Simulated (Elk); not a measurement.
## Dielectric function and optical constants of Rb3Sr

Aim: the dielectric function of Rb3Sr, and the optical constants that follow from it.

Main program and level: Elk 11.2.3 (patched build); DFT, PBEsol, all-electron APW+lo, Dirac cores, scalar-relativistic bands, independent-particle optical response without local fields.

## Step 1: The structure

Symmetry: Fm-3m, No. 225, cubic system. Conventional cell: a = 10.881 Å, b = 10.881 Å, c = 10.881 Å, α = 90.00°, β = 90.00°, γ = 90.00°. Nearest to Sr lie 8 Rb at 4.71 Å. Nearest to Rb lie 8 Rb at 4.71 Å. Rb has 4 Sr at 4.71 Å and 4 Rb at 4.71 Å nearest. Farther neighbours are not listed.

## Step 2: Ground state

The self-consistent density comes first; it also tells whether there is a gap, which decides the occupations and the need for a Drude term.

This step: DFT, PBEsol, all-electron APW+lo, Dirac cores, scalar-relativistic bands, ground state (Elk 11.2.3 (patched build)).

The input, elk.in:

```
tasks
  0
  120

xctype
  22

nempty
  10

lorbcnd
  .true.

rgkmax
  7.0

swidth
  0.0018375

maxscl
  100

epsengy
  1e-05

sppath
  './'

avec
  0.0000000000 10.2806543591 10.2806543591
  10.2806543591 0.0000000000 10.2806543591
  10.2806543591 10.2806543591 0.0000000000

atoms
  2
  'Sr.in'
  1
  0.0000000000 0.0000000000 0.0000000000   0.000 0.000 0.000
  'Rb.in'
  3
  0.5000000000 0.5000000000 0.5000000000   0.000 0.000 0.000
  0.7500000000 0.7500000000 0.7500000000   0.000 0.000 0.000
  0.2500000000 0.2500000000 0.2500000000   0.000 0.000 0.000

ngridk
  4 4 4

vkloff
  0.0500 0.1500 0.2500
```

The run is started by

```sh
OMP_NUM_THREADS=2 elk
```

Numbers of over 12 decimals in the logs are rounded to 6 here.

The log of the run:

```text
┌─────────────────────────┐
│ Elk code version 11.2.3 │
└─────────────────────────┘

All units are atomic (Hartree, Bohr, etc.)

┌─────────────────────────────────────────────────┐
│ Ground-state run starting from atomic densities │
└─────────────────────────────────────────────────┘

Lattice vectors :
   0.000000000       10.28065436       10.28065436
   10.28065436       0.000000000       10.28065436
   10.28065436       10.28065436       0.000000000

Reciprocal lattice vectors :
 -0.3055829468      0.3055829468      0.3055829468
  0.3055829468     -0.3055829468      0.3055829468
  0.3055829468      0.3055829468     -0.3055829468

Unit cell volume      :    2173.162840
Brillouin zone volume :   0.1141424880

Muffin-tin inner radius fraction :   0.1000000000E-01

Nuclei treated as point charges

Species : 1 (Sr)
 parameters loaded from : Sr.in
 name : strontium
 nuclear charge    :   -38.00000000
 electronic charge :    38.00000000
 atomic mass :    159721.4892
 muffin-tin radius :    2.600000000
 number of radial points in muffin-tin :   1193
 inner part over the whole radius :   0.9909106339E-02
 number on inner part of muffin-tin    :    847
 approximate nuclear radius :   0.8067967193E-04
 number of mesh points to nuclear radius :    415
 atomic positions (lattice), magnetic fields (Cartesian) :
  1 :   0.00000000  0.00000000  0.00000000    0.00000000  0.00000000  0.00000000

Species : 2 (Rb)
 parameters loaded from : Rb.in
 name : rubidium
 nuclear charge    :   -37.00000000
 electronic charge :    37.00000000
 atomic mass :    155798.2686
 muffin-tin radius :    2.600000000
 number of radial points in muffin-tin :   1193
 inner part over the whole radius :   0.9947532429E-02
 number on inner part of muffin-tin    :    847
 approximate nuclear radius :   0.7999050501E-04
 number of mesh points to nuclear radius :    413
 atomic positions (lattice), magnetic fields (Cartesian) :
  1 :   0.50000000  0.50000000  0.50000000    0.00000000  0.00000000  0.00000000
  2 :  -0.25000000 -0.25000000 -0.25000000    0.00000000  0.00000000  0.00000000
  3 :   0.25000000  0.25000000  0.25000000    0.00000000  0.00000000  0.00000000

Total number of atoms per unit cell :    4
Total muffin-tin volume :    294.4887066
 ratio of muffin-tin to unit cell volume :   0.1355115692

Spin treatment :
 spin-unpolarised

Number of Bravais lattice symmetries :   48
Number of crystal symmetries         :   48
Crystal has inversion symmetry
Real symmetric eigensolver will be used

k-point grid :      4     4     4
k-point offset :   0.5000000000E-01  0.1500000000      0.2500000000
k-point set is reduced with full crystal symmetry group
Total number of k-points :       64

Muffin-tin radius times maximum |G+k| :    7.000000000
 using average radius
Maximum |G+k| for APW functions       :    2.692307692
Maximum (1/2)|G+k|²                   :    3.624260355
Maximum |G| for potential and density :    12.00000000
Constant for pseudocharge density :    8
 order of it for each species :   15  15
 order of it for pair densities of each species (exact exchange by exxq0 0: 15) :   10  10
Radial integration step length :    1

G-vector grid sizes :     56    56    56
Number of G-vectors :    63375

Maximum angular momentum used for
 APW functions            :    8
 outer part of muffin-tin :    6
 inner part of muffin-tin :    2

Total nuclear charge    :   -149.0000000
Total core charge       :    112.0000000
Total valence charge    :    37.00000000
Total excess charge     :    0.000000000
Total electronic charge :    149.0000000

Effective Wigner radius, rₛ :    1.515673989

Number of empty states         :     40
Total number of valence states :     59
Total number of core states    :    112

Conduction state local-orbitals added automatically
Third-order local-orbitals added for an l without core states : F
Total number of local-orbitals :    228

Exchange-correlation functional :     22     0     0
 PBEsol, Phys. Rev. Lett. 100, 136406 (2008)
 gradient requirement :    1
 generalised gradient approximation (GGA)

Smearing type :    3
 Fermi-Dirac
Smearing width :   0.1837500000E-02
Effective electronic temperature (K) :    580.2366081

Mixing type :    3
 Broyden mixing, J. Phys. A: Math. Gen. 17, L317 (1984)

Kohn-Sham potential initialised from atomic data

┌──────────────────────────────┐
│ Self-consistent loop started │
└──────────────────────────────┘

┌─────────────────┐
│ Loop number : 1 │
└─────────────────┘

Energies :
 Fermi                       :     0.12062747004847E-01
 sum of occupied eigenvalues :     -7143.5061877452
 electron kinetic            :      12463.943533621
 core electron kinetic       :      12304.609547085
 Coulomb                     :     -24181.076428600
 Coulomb potential           :     -19080.505004868
 nuclear-nuclear             :     -982.42958917297
 electron-nuclear            :     -27326.402552736
 Hartree                     :      4127.7557133089
 Madelung                    :     -14640.823926166
 xc potential                :     -526.94471649826
 exchange                    :     -391.62168478690
 correlation                 :     -8.356130
 electron entropic           :    -0.13311584323831E-02
 total energy                :     -12117.112041017

Density of states at Fermi energy :    123.5600483
 (states/Hartree/unit cell)

Estimated indirect band gap :   0.3250133677E-03
 from k-point 50 to k-point 13
Estimated direct band gap   :   0.4843853327E-02
 at k-point 41

Charges :
 core                        :    112.0000000
 valence                     :    37.00000000
 interstitial                :    7.159844112
 muffin-tins (core leakage)
  species : 1 (Sr)
   atom 1                    :    35.80694679     (  0.2847819997E-04)
  species : 2 (Rb)
   atom 1                    :    35.33937955     (  0.9377599248E-04)
   atom 2                    :    35.34691477     (  0.9376794443E-04)
   atom 3                    :    35.34691477     (  0.9376794443E-04)
 total in muffin-tins        :    141.8401559
 total calculated charge     :    148.9996871
 total charge                :    149.0000000
 error                       :   0.3129430784E-03

┌─────────────────┐
│ Loop number : 2 │
└─────────────────┘

Energies :
 Fermi                       :     0.12380432709052E-01
 sum of occupied eigenvalues :     -7143.4872685146
 electron kinetic            :      12463.364398562
 core electron kinetic       :      12304.135844676
 Coulomb                     :     -24181.091032596
 Coulomb potential           :     -19080.487195345
 nuclear-nuclear             :     -982.42958917297
 electron-nuclear            :     -27326.449348020
 Hartree                     :      4127.7879045962
 Madelung                    :     -14640.847434924
 xc potential                :     -526.36447173077
 exchange                    :     -391.62300222038
 correlation                 :     -8.356177
 electron entropic           :    -0.13313073378021E-02
 total energy                :     -12117.707144616

Density of states at Fermi energy :    123.5707648
 (states/Hartree/unit cell)

Estimated indirect band gap :   0.3249260235E-03
 from k-point 50 to k-point 13
Estimated direct band gap   :   0.4844392546E-02
 at k-point 41

Charges :
 core                        :    112.0000000
 valence                     :    37.00000000
 interstitial                :    7.158612724
 muffin-tins (core leakage)
  species : 1 (Sr)
   atom 1                    :    35.80716924     (  0.2847257213E-04)
  species : 2 (Rb)
   atom 1                    :    35.33975667     (  0.9375157686E-04)
   atom 2                    :    35.34723068     (  0.9374624106E-04)
   atom 3                    :    35.34723068     (  0.9374624106E-04)
 total in muffin-tins        :    141.8413873
 total calculated charge     :    148.9996871
 total charge                :    149.0000000
 error                       :   0.3128744332E-03

RMS change in Kohn-Sham potential (target) :   0.9379501963E-01 (  0.1000000000E-05)
Absolute change in total energy (target)   :   0.5951035981     (  0.1000000000E-04)

[... 12 loops left out ...]

┌──────────────────┐
│ Loop number : 15 │
└──────────────────┘

Energies :
 Fermi                       :     0.48938415147853E-01
 sum of occupied eigenvalues :     -7139.4732656509
 electron kinetic            :      12464.791304372
 core electron kinetic       :      12304.244805326
 Coulomb                     :     -24181.543178480
 Coulomb potential           :     -19079.063847695
 nuclear-nuclear             :     -982.42958917297
 electron-nuclear            :     -27328.737275943
 Hartree                     :      4129.6236866361
 Madelung                    :     -14642.011254633
 xc potential                :     -525.20072232831
 exchange                    :     -391.69540553242
 correlation                 :     -8.359982
 electron entropic           :    -0.13367878872566E-02
 total energy                :     -12116.808598218

Density of states at Fermi energy :    123.6400353
 (states/Hartree/unit cell)

Estimated indirect band gap :   0.1552654592E-03
 from k-point 18 to k-point 48
Estimated direct band gap   :   0.4960598096E-02
 at k-point 41

Charges :
 core                        :    112.0000000
 valence                     :    37.00000000
 interstitial                :    7.061829844
 muffin-tins (core leakage)
  species : 1 (Sr)
   atom 1                    :    35.82368856     (  0.2807330690E-04)
  species : 2 (Rb)
   atom 1                    :    35.36940660     (  0.9259748800E-04)
   atom 2                    :    35.37253750     (  0.9265642852E-04)
   atom 3                    :    35.37253750     (  0.9265642852E-04)
 total in muffin-tins        :    141.9381702
 total calculated charge     :    148.9996903
 total charge                :    149.0000000
 error                       :   0.3097092656E-03

RMS change in Kohn-Sham potential (target) :   0.4162400224E-08 (  0.1000000000E-05)
Absolute change in total energy (target)   :   0.6132537237E-05 (  0.1000000000E-04)

Convergence targets achieved

┌──────────────────┐
│ Loop number : 16 │
└──────────────────┘

Energies :
 Fermi                       :     0.48938415648573E-01
 sum of occupied eigenvalues :     -7139.4732654769
 electron kinetic            :      12464.791304615
 core electron kinetic       :      12304.244805711
 Coulomb                     :     -24181.543178620
 Coulomb potential           :     -19079.063847942
 nuclear-nuclear             :     -982.42958917297
 electron-nuclear            :     -27328.737275969
 Hartree                     :      4129.6236865221
 Madelung                    :     -14642.011254649
 xc potential                :     -525.20072215029
 exchange                    :     -391.69540553190
 correlation                 :     -8.359982
 electron entropic           :    -0.13367878786254E-02
 total energy                :     -12116.808598114

Density of states at Fermi energy :    123.6400344
 (states/Hartree/unit cell)

Estimated indirect band gap :   0.1552653517E-03
 from k-point 18 to k-point 48
Estimated direct band gap   :   0.4960598122E-02
 at k-point 41

Charges :
 core                        :    112.0000000
 valence                     :    37.00000000
 interstitial                :    7.061829855
 muffin-tins (core leakage)
  species : 1 (Sr)
   atom 1                    :    35.82368855     (  0.2807331006E-04)
  species : 2 (Rb)
   atom 1                    :    35.36940660     (  0.9259748851E-04)
   atom 2                    :    35.37253749     (  0.9265642614E-04)
   atom 3                    :    35.37253749     (  0.9265642614E-04)
 total in muffin-tins        :    141.9381701
 total calculated charge     :    148.9996903
 total charge                :    149.0000000
 error                       :   0.3097092649E-03

┌──────────────────────────────┐
│ Self-consistent loop stopped │
└──────────────────────────────┘

Wrote STATE.OUT
```

The job ended after 4.8 min (2 threads of Arm Neoverse V2, shared host; peak memory 0.27 GiB).

Read-outs, printed or worked out from the files:

| Item | Value |
| --- | --- |
| total energy | -12117 Ha |
| Fermi energy | 1.332 eV |
| DOS at the Fermi level | 4.544 states/eV/cell |

There are states at the Fermi level within the smearing, so the occupations stay smeared and the carriers get a Drude term.

(Continued in part 2 of 2.)

[Machine, clock and banner lines and Python warnings are left out of the logs.]

[Logs are printed without paths, hosts, clocks, repeated set-up lines and the standing remarks that a program may print on its own settings, such as how far it seeks lower states.]

[Hosts, paths, dates, database ids (printed as entryN), source tags and the programs' standing remarks are cut or masked in the printed files.]
